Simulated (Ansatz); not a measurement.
# What Ba2C (model cell, started as cuprite) distorts into

Aim: this structure of Ba2C (model cell, started as cuprite) is to be tested for unstable modes, and one is followed downhill.

Method: DFT PBEsol, scalar-relativistic, plane waves, PAW, in Ansatz 0.2.0.

This is a report of a sequence of runs, with most program output left out.

The structure was built from a prototype and need not be the compound's stable phase.

### 1. The starting structure

Symmetry: Pn-3m, No. 224, cubic system. The conventional cell has a = 6.182 Å, b = 6.182 Å, c = 6.182 Å, α = 90.00°, β = 90.00°, γ = 90.00°. C has 4 Ba at 2.68 Å nearest. Nearest to Ba lie 2 C at 2.68 Å. Farther neighbours are not listed.

### 2. Phonons on a q mesh

The cell comes from relaxations at this level that are not shown. Stability and thermal properties need the whole zone. Linear response on a 2×2×2 q mesh gives force constants as far as a supercell of that size would.

File input.yaml:

```yaml
crystal:
  lattice:
    - [6.1820686643, 0.0, 0.0]
    - [0.0, 6.1820686643, 0.0]
    - [0.0, 0.0, 6.1820686643]
  atoms:
    - { symbol: C, position: [0.0, 0.0, 0.0] }
    - { symbol: C, position: [0.5, 0.5, 0.5] }
    - { symbol: Ba, position: [0.25, 0.25, 0.25] }
    - { symbol: Ba, position: [0.75, 0.75, 0.25] }
    - { symbol: Ba, position: [0.75, 0.25, 0.75] }
    - { symbol: Ba, position: [0.25, 0.75, 0.75] }
kpoints:
  mp_grid: { grid: [6, 6, 6] }
hamiltonian:
  xc: pbesol
scf:
  occupations: { method: methfessel_paxton, width: 0.2 }
output:
  eigenvalues: true
phonons:
  method: dfpt
  qmesh: [2, 2, 2]
  temperatures: { t_max: 1000, t_step: 50 }
  qpath:
    path:
      - [[0.0, 0.0, 0.0], [0.0, 0.5, 0.0], [0.5, 0.5, 0.0], [0.0, 0.0, 0.0], [0.5, 0.5, 0.5], [0.0, 0.5, 0.0]]
      - [[0.5, 0.5, 0.5], [0.5, 0.5, 0.0]]
    npoints: 10
```

Run with:

```
ansatz run input.yaml --threads 8 --pin off --max-ram 14336MiB --backend cpu --events-out ev --progress --plain --runs-dir out
```

Wall time 2 min (8 threads of Arm Neoverse V2, shared host); peak memory 2.8 GiB; 15 min of CPU time.

This step gave:

- volume per atom: 39.38 Å³
- gap on the k-mesh: 0 eV
- sum-rule residual before enforcement: 3.02e-5 eV/Å²
- lowest frequency on the path: -131.7 cm⁻¹
- point group: m-3m
- highest frequency on the path or at a solved wavevector: 233.3 cm⁻¹
- highest optical mode at the zone centre (no LO-TO term): 202.8 cm⁻¹
- lowest optical zone-centre mode: -114.3 cm⁻¹
- lowest mode on the q mesh (acoustic modes at Γ apart): -131.7 cm⁻¹

Frequencies (cm⁻¹) solved at each irreducible wavevector; negative means imaginary. Frequencies by wavevector, by row:

```csv
q in reciprocal lattice units,star,mode 1,mode 2,mode 3,mode 4,mode 16,mode 17,mode 18
0 0 0,1,-114.3,-114.3,-114.3,0,202.8,202.8,202.8
0 0 -0.5,3,-131.7,-131.7,-117.8,-117.8,115.6,233.3,233.3
0 -0.5 -0.5,3,-75.6,-75.6,-58,-58,141.9,209.1,209.1
-0.5 -0.5 -0.5,1,-78.4,-78.4,-78.4,-70.5,206.1,206.1,206.1
```

Interpolated from a 2×2×2 q mesh. Phonon branches along the path, in cm⁻¹:

```csv
point,branch 1,branch 2,branch 3,branch 4,branch 15,branch 16,branch 17,branch 18
Γ,-114,-114,-114,0,146,203,203,203
halfway,-122,-122,-120,12,109,167,223,223
X,-132,-132,-118,-118,116,116,233,233
halfway,-112,-112,-89,-89,134,134,219,219
M,-76,-76,-58,-58,142,142,209,209
halfway,-127,-112,-112,-29,112,194,194,221
Γ,-114,-114,-114,0,146,203,203,203
halfway,-108,-108,-101,-44,110,197,206,206
R,-78,-78,-78,-70,114,206,206,206
halfway,-101,-88,-83,-55,119,168,208,217
X,-132,-132,-118,-118,116,116,233,233
jump to R,-78,-78,-78,-70,114,206,206,206
halfway,-77,-77,-76,-64,110,186,208,208
M,-76,-76,-58,-58,142,142,209,209
```

Symmetry leaves 4 wavevectors to solve. The lowest mode among them, the acoustic zeros apart, lies at q = (0, 0, -0.5) and is imaginary, 131.7i cm⁻¹, so the energy falls along it.

### 3. The mode frozen in, largest atomic shift 0 Å

The mode followed lies at q = (0, 0, -0.5) with frequency 117.7i cm⁻¹ and is 2-fold degenerate, one of the unstable modes though not the softest. At small amplitude the distorted cell has space group no. 67 by a symmetry search on the positions. The undistorted cell that holds it gives the zero of energy on the same k mesh.

System of this step: Ba2C (model cell, started as cuprite). Symmetry: Pn-3m, No. 224, cubic system. The conventional cell has a = 6.182 Å, b = 6.182 Å, c = 6.182 Å, α = 90.00°, β = 90.00°, γ = 90.00°. C has 4 Ba at 2.68 Å nearest. Ba has 2 C at 2.68 Å nearest. Farther neighbours are not listed.

File input.yaml:

```yaml
crystal:
  lattice:
    - [6.1820686643, 0.0, 0.0]
    - [0.0, 6.1820686643, 0.0]
    - [0.0, 0.0, 12.3641373286]
  atoms:
    - { symbol: C, position: [0.0, 0.0, 0.0] }
    - { symbol: C, position: [0.0, 0.0, 0.5] }
    - { symbol: C, position: [0.5, 0.5, 0.25] }
    - { symbol: C, position: [0.5, 0.5, 0.75] }
    - { symbol: Ba, position: [0.25, 0.25, 0.125] }
    - { symbol: Ba, position: [0.25, 0.25, 0.625] }
    - { symbol: Ba, position: [0.75, 0.75, 0.125] }
    - { symbol: Ba, position: [0.75, 0.75, 0.625] }
    - { symbol: Ba, position: [0.75, 0.25, 0.375] }
    - { symbol: Ba, position: [0.75, 0.25, 0.875] }
    - { symbol: Ba, position: [0.25, 0.75, 0.375] }
    - { symbol: Ba, position: [0.25, 0.75, 0.875] }
kpoints:
  mp_grid: { grid: [6, 6, 4] }
hamiltonian:
  xc: pbesol
scf:
  occupations: { method: methfessel_paxton, width: 0.2 }
output:
  forces: true
  stress: true
  eigenvalues: true
```

Run time: 6 s. Hardware: 8 threads; peak memory 2 GiB.

Numbers from this step:

| Quantity | Value |
| --- | --- |
| pressure | 0.005304 GPa |
| energy from the undistorted cell | 0 meV/atom |

The run ends at a pressure of 0.01 GPa.

### 4. The mode frozen in, largest atomic shift 0.22 Å

The atoms are moved along the unstable eigenvector, the largest shift by 0.22 Å, with the cell fixed.

File input.yaml:

```yaml
crystal:
  lattice:
    - [6.1820686643, 0.0, 0.0]
    - [0.0, 6.1820686643, 0.0]
    - [0.0, 0.0, 12.3641373286]
  atoms:
    - { symbol: C, position: [0.0, 0.0, 0.0177933967] }
    - { symbol: C, position: [0.0, 0.0, 0.4822066033] }
    - { symbol: C, position: [0.5, 0.5, 0.2322066033] }
    - { symbol: C, position: [0.5, 0.5, 0.7677933967] }
    - { symbol: Ba, position: [0.25, 0.25, 0.125] }
    - { symbol: Ba, position: [0.25, 0.25, 0.625] }
    - { symbol: Ba, position: [0.75, 0.75, 0.125] }
    - { symbol: Ba, position: [0.75, 0.75, 0.625] }
    - { symbol: Ba, position: [0.7462174914, 0.2537825086, 0.3753740919] }
    - { symbol: Ba, position: [0.7537825086, 0.2462174914, 0.8746259081] }
    - { symbol: Ba, position: [0.2537825086, 0.7462174914, 0.3753740919] }
    - { symbol: Ba, position: [0.2462174914, 0.7537825086, 0.8746259081] }
kpoints:
  mp_grid: { grid: [6, 6, 4] }
hamiltonian:
  xc: pbesol
scf:
  occupations: { method: methfessel_paxton, width: 0.2 }
output:
  forces: true
  stress: true
  eigenvalues: true
```

Run time: 7.8 s. Hardware: 8 threads; peak memory 2.1 GiB; 59 s of CPU time.

This step gave:

```yaml
pressure: -0.1071 GPa
energy_from_the_undistorted_cell: -3.656 meV/atom
```

The energy, extrapolated to zero smearing, is -3.66 meV/atom against the undistorted cell.

The run ends at a pressure of -0.11 GPa, with forces up to 0.22 eV/Å.

### 5. Energy along the mode, all amplitudes (two of the runs are shown above)

An imaginary frequency means negative curvature, so the energy should fall and then rise again as anharmonic terms take over.

Numbers from this step:

```
depth at the lowest point sampled  : 3.656 meV/atom
largest atomic shift at that point : 0.22 Å
```

Energy from the parent against largest atomic shift:

```csv
largest atomic shift (Å),energy from the parent (meV/atom)
0.000,0
0.040,-0.274
0.080,-1.03
0.140,-2.58
0.220,-3.66
0.320,-0.024
0.450,15.9
```

Displacement at unit largest shift by atom:

```csv
atom,x (Å),y (Å),z (Å),size
C1,0.00,0.00,1.00,1.00
C2,0.00,0.00,-1.00,1.00
C3,0.00,0.00,-1.00,1.00
C4,0.00,0.00,1.00,1.00
Ba5,0.00,0.00,0.00,0.00
Ba6,0.00,0.00,0.00,0.00
Ba7,0.00,0.00,0.00,0.00
Ba8,0.00,0.00,0.00,0.00
Ba9,-0.11,0.11,0.02,0.15
Ba10,0.11,-0.11,-0.02,0.15
Ba11,0.11,-0.11,0.02,0.15
Ba12,-0.11,0.11,-0.02,0.15
```

The lowest of the steps tried is at 0.22 Å, 3.66 meV/atom below the parent; the bottom of the well need not coincide with a step.

### 6. Relaxing from the distorted cell

Starting from the lowest point found, all atoms and the cell are let go, so that strain and other modes of the same symmetry can join in.

input.yaml: that of step 4 with these lines changed.

```diff
@@ -28 +28,6 @@
   eigenvalues: true
+relax:
+  adjacent_minimum: "off"
+  f_tol: 0.002
+  max_steps: 120
+  cell: { stress_tol: 0.03 }
```

Run time: 2.9 min. Hardware: 8 threads; peak memory 2.3 GiB; 23 min of CPU time.

The steps of the relaxation:

```csv
step,energy less that of the first step (eV),largest force component (eV/Å),pressure (GPa),volume (Å³)
1,0.0000,0.1532,-0.11,472.53
2,0.0114,0.1809,0.08,463.60
3,-0.0359,0.0468,0.01,467.42
4,-0.0391,0.0585,0.01,466.99
5,-0.0503,0.1796,-0.02,464.39
6,-0.1901,0.3378,-0.03,462.13
7,-0.3590,0.5265,-0.11,458.61
8,-0.6106,0.2566,-0.28,450.32
9,-0.4866,0.5825,0.05,431.59
10,-0.6718,0.1664,-0.08,439.97
11,-0.6856,0.2683,0.16,436.34
12,-0.7034,0.0401,-0.04,439.78
13,-0.7053,0.0061,0.00,438.71
14,-0.7054,0.0004,0.00,438.61
15*,-0.7545,0.0024,0.11,438.61
16,-0.7584,0.0060,0.00,437.80
17,-0.7587,0.0038,0.00,438.53
18,-0.7587,0.0004,0.00,438.45
19*,-0.7588,0.0004,0.00,438.45
```

Relaxation steps marked * repeat the geometry before them on a plane-wave basis chosen anew for their cell, so energy and pressure can jump there. Relaxation steps 2, 9 were tried and not accepted.

The run keeps the 8 symmetry operations that it works with, so distortions that break them were not tested.

```csv
cell as run,before,after,change
a (Å),6.182,5.469,-11.5 %
b (Å),6.182,5.469,-11.5 %
c (Å),12.364,14.661,+18.6 %
γ (°),90.00,90.09,+0.1 %
volume (Å³/atom),39.38,36.54,-7.2 %
```

The atoms that moved most (Å, as changes of fractional coordinates times the final cell):

```csv
atom,dx,dy,dz,length
C3,0.000,0.000,0.225,0.225
C1,0.000,0.000,-0.225,0.225
C2,0.000,0.000,0.199,0.199
C4,0.000,0.000,-0.199,0.199
Ba12,-0.050,0.050,-0.067,0.098
Ba10,0.050,-0.050,-0.067,0.098
Ba11,0.050,-0.050,0.067,0.098
Ba9,-0.050,0.050,0.067,0.098
```

Final coordinates:

```xyz
12
Lattice="5.4687 -0.0043 0.0000 -0.0043 5.4687 0.0000 0.0000 0.0000 14.6606" Properties=species:S:1:pos:R:3 pbc="T T T"
C     0.0000    0.0000    0.0363
C     0.0000    0.0000    7.2684
C     2.7322    2.7322    3.6289
C     2.7322    2.7322   11.0574
Ba    1.3661    1.3661    1.8326
Ba    1.3661    1.3661    9.1629
Ba    4.0983    4.0983    1.8326
Ba    4.0983    4.0983    9.1629
Ba    4.0294    1.4350    5.5702
Ba    4.1715    1.2929   12.7556
Ba    1.4350    4.0294    5.5702
Ba    1.2929    4.1715   12.7556
```

This step gave:

```
pressure        : 4.59e-4 GPa
volume per atom : 36.54 Å³
```

The distorted start has space group Cmme; the relaxation ends in Cmme.

### 7. What came out

```json
{
  "unstable mode of the parent": "q = (0, 0, -0.5), 118i cm⁻¹",
  "depth at the lowest point sampled": "3.66 meV/atom",
  "largest atomic shift at that point": "0.22 Å",
  "space group reached (within 0.01 Å)": "Cmme",
  "energy gained over the parent (first relaxation, on the mesh of the frozen mode)": "67.0 meV/atom",
  "volume per atom, phase reached": "36.5 Å³"
}
```

What this shows: From this start the structure relaxes into Cmme, 67.0 meV/atom below the parent. At the parent's cell the well is 3.656 meV/atom deep on the steps tried, with its lowest point at a shift of 0.22 Å. Relaxing atoms and cell changes the gain by +63.34 meV/atom against the lowest step (energies at zero smearing). Most of the total comes from this relaxation. The frozen pattern makes up only 19 % of the final shifts of the atoms, so other modes or strain give most of the change. The modes of the phase reached were not computed on this path. Of the 6 patterns followed to their end from this parent, this one ends 303 meV/atom above the lowest, Fm-3m. Each path keeps the symmetry of its pattern, so a lower phase may lie along a pattern not tried. With no gap, or one that is small against the smearing, the frequencies hang on the k mesh and the smearing, most of all near Kohn anomalies. Spin-orbit coupling is left out, which can matter for the heavy elements here. The starting cell was built on a prototype and not taken from a measurement, so the phase need not exist.

[Logs are printed without paths, hosts, clocks, repeated set-up lines and the standing remarks that a program may print on its own settings, such as how far it seeks lower states.]

[Hosts, paths, dates, database ids (printed as entryN), source tags and the programs' standing remarks are cut or masked in the printed files.]
